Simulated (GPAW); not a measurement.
# Si/W(110) in an electric field, part 2 of 2

How does Si/W(110) screen a perpendicular field?

GPAW 26.7.0; GPAW, PAW setups; slab in vacuum, relaxation (the session's first sound run).

So far. Step 5 (In a field): The dipole is now -0.0599 e Å, against -0.012 in the run without a field. Step 8 (Field on): The dipole is now 0.0359 e Å, against -0.012 in the run without a field.

## 9. In a field

Contents of run.py:

```python
import json
import numpy as np
from ase import Atoms
from gpaw import GPAW, PW
from gpaw.external import ConstantElectricField

slab = Atoms(
    ['W', 'W', 'W', 'W', 'Si'],
    positions=[
        [0.00000, 0.00000, 9.00000],
        [2.23446, -0.00000, 11.23446],
        [0.00000, 0.00000, 13.49245],
        [2.23446, -0.00000, 15.73923],
        [0.00000, -0.00000, 17.85381]],
    cell=[[2.23446, -1.58, 0.0], [2.23446, 1.58, 0.0], [0.0, 0.0, 27.09511]],
    pbc=[True, True, False])

slab.calc = GPAW(mode=PW(400), xc='PBE', kpts={'size': (12, 12, 1), 'gamma': True},
                 occupations={'name': 'fermi-dirac', 'width': 0.1}, nbands='200%',
                 convergence={'density': 1e-05}, maxiter=200,
                 poissonsolver={'dipolelayer': 'xy'},
                 external=ConstantElectricField(0.2, [0, 0, 1]),
                 symmetry={'tolerance': 1e-3}, txt='slab.txt')
result = {}
energy = slab.get_potential_energy()
fermi = slab.calc.get_fermi_level()
v = slab.calc.get_electrostatic_potential().mean((0, 1)) - fermi
n = slab.calc.get_pseudo_density().mean((0, 1))
L = slab.cell[2, 2]
z = np.arange(len(v)) * L / len(v)
low, high = slab.positions[:, 2].min(), slab.positions[:, 2].max()
below, above = np.interp([low - 6.8, high + 6.8], z, v)
slopes = [np.interp(x, z, np.gradient(v, z)) for x in (low - 6.8, high + 6.8)]
eps = np.array([[slab.calc.get_eigenvalues(k, s) for k in range(len(slab.calc.get_ibz_k_points()))]
                for s in range(slab.calc.get_number_of_spins())]) - fermi
top, bottom = eps[eps < 0].max(), eps[eps > 0].min()
dipole = slab.get_dipole_moment()[2]
print(f'energy {energy:.4f} eV, Fermi level {fermi:.4f} eV, dipole {dipole:.5f} e A')
print(f'potential 6.8 A off the faces, from the Fermi level: lower {below:.4f} eV, upper {above:.4f} eV')
print(f'slope of the potential there: lower {slopes[0]:.5f}, upper {slopes[1]:.5f} eV/A')
print(f'nearest levels on the mesh: {top:.4f} and {bottom:.4f} eV')
print('magnetic moment', round(slab.get_magnetic_moment(), 3))
result.update(energy=energy, fermi=fermi, dipole=dipole, below=below, above=above, slopes=slopes, edges=[top, bottom],
              z=z.tolist(), v=v.tolist(), n=n.tolist(), positions=slab.positions.tolist(),
              forces=slab.get_forces(apply_constraint=False).tolist(), moments=slab.get_magnetic_moments().tolist())
json.dump(result, open('result.json', 'w'))
```

Launch:

```console
> OMP_NUM_THREADS=1 OPENBLAS_NUM_THREADS=1 python run.py
```

The job ended after 8.7 min (1 thread of Arm Neoverse V1, shared host; peak memory 0.52 GiB).

The electrostatic potential energy of an electron (without an applied field's), less the Fermi level, planar mean oscillates, so the rows of the table below give means over windows of 2.28 Å about each position, cut where the curve ends. Its maxima inside the range that stand out by 2 % of the span (Å: eV): 0.5: 6.22, 10.1: -2.09, 12.4: -2.40, 14.6: -2.87, 16.9: -3.27. Its minima: 9.0: -28.4, 11.3: -29.3, 13.5: -29.5, 15.7: -30.1, 17.9: -19.3.

Electrostatic potential energy of an electron (without an applied field's), less the Fermi level, planar mean against z; means over each step:

```
z (Å)  electrostatic potential energy of an electron (without an applied field's), less the Fermi level, planar mean (eV)
 1.14                                                                                                                6.13
 3.42                                                                                                                6.22
 5.70                                                                                                                6.14
 7.98                                                                                                               -5.81
10.26                                                                                                               -14.2
12.54                                                                                                               -14.5
14.82                                                                                                               -15.0
17.10                                                                                                               -12.0
19.38                                                                                                                1.06
21.66                                                                                                                4.07
23.94                                                                                                                4.07
26.22                                                                                                                4.13
```

The dipole is now 0.0838 e Å, against -0.012 in the run without a field.

## 10. In a field

run.py: that of step 9 with these lines changed.

```diff
@@ -21,3 +21,3 @@
                  poissonsolver={'dipolelayer': 'xy'},
-                 external=ConstantElectricField(0.2, [0, 0, 1]),
+                 external=ConstantElectricField(0.3, [0, 0, 1]),
                  symmetry={'tolerance': 1e-3}, txt='slab.txt')
```

It took 9.7 min on 1 thread; peak memory 0.52 GiB.

The dipole is now 0.132 e Å, against -0.012 in the run without a field.

## 11. The series

The members are put on one axis.

This step: induced dipole against applied field (GPAW 26.7.0).

Dipole along the normal against field:

```
field (V/Å)  dipole along the normal (e·Å)
     -0.200                         -0.108
     -0.100                        -0.0599
     -0.050                        -0.0359
      0.000                        -0.0120
      0.050                         0.0119
      0.100                         0.0359
      0.200                         0.0838
      0.300                          0.132
```

## 12. What came out

```json
{"work function, upper and lower face": "5.217 and 4.910 eV", "dipole along the normal": "-0.0120 e Å", "induced dipole per field": "0.479 e Å per V/Å", "out-of-plane polarisability per area, α/(ε0 A)": "12.3 Å"}
```

What this shows: The field induces 0.479 e Å per V/Å, a polarisable thickness α/(ε0 A) of 12.3 Å beside 8.85 Å between the outermost nuclei. A perfect conductor would give the distance between its two image planes; a dielectric of thickness t gives t(1 - 1/ε). The two faces differ by 0.31 eV, the step that the slab's dipole makes (e p/(ε0 A) gives 0.31 eV), so the dipole layer is needed. The induced dipole is linear in the field over this range. The cell of 7.06 Å² holds one Si, started on one chosen site; other sites and coverages weren't tried. The in-plane lattice was kept as typed, which isn't the functional's own and leaves some strain; spin-orbit coupling and temperature are left out.

[Logs are printed without paths, hosts, clocks, repeated set-up lines and the standing remarks that a program may print on its own settings, such as how far it seeks lower states.]

[Hosts, paths, dates, database ids (printed as entryN), source tags and the programs' standing remarks are cut or masked in the printed files.]
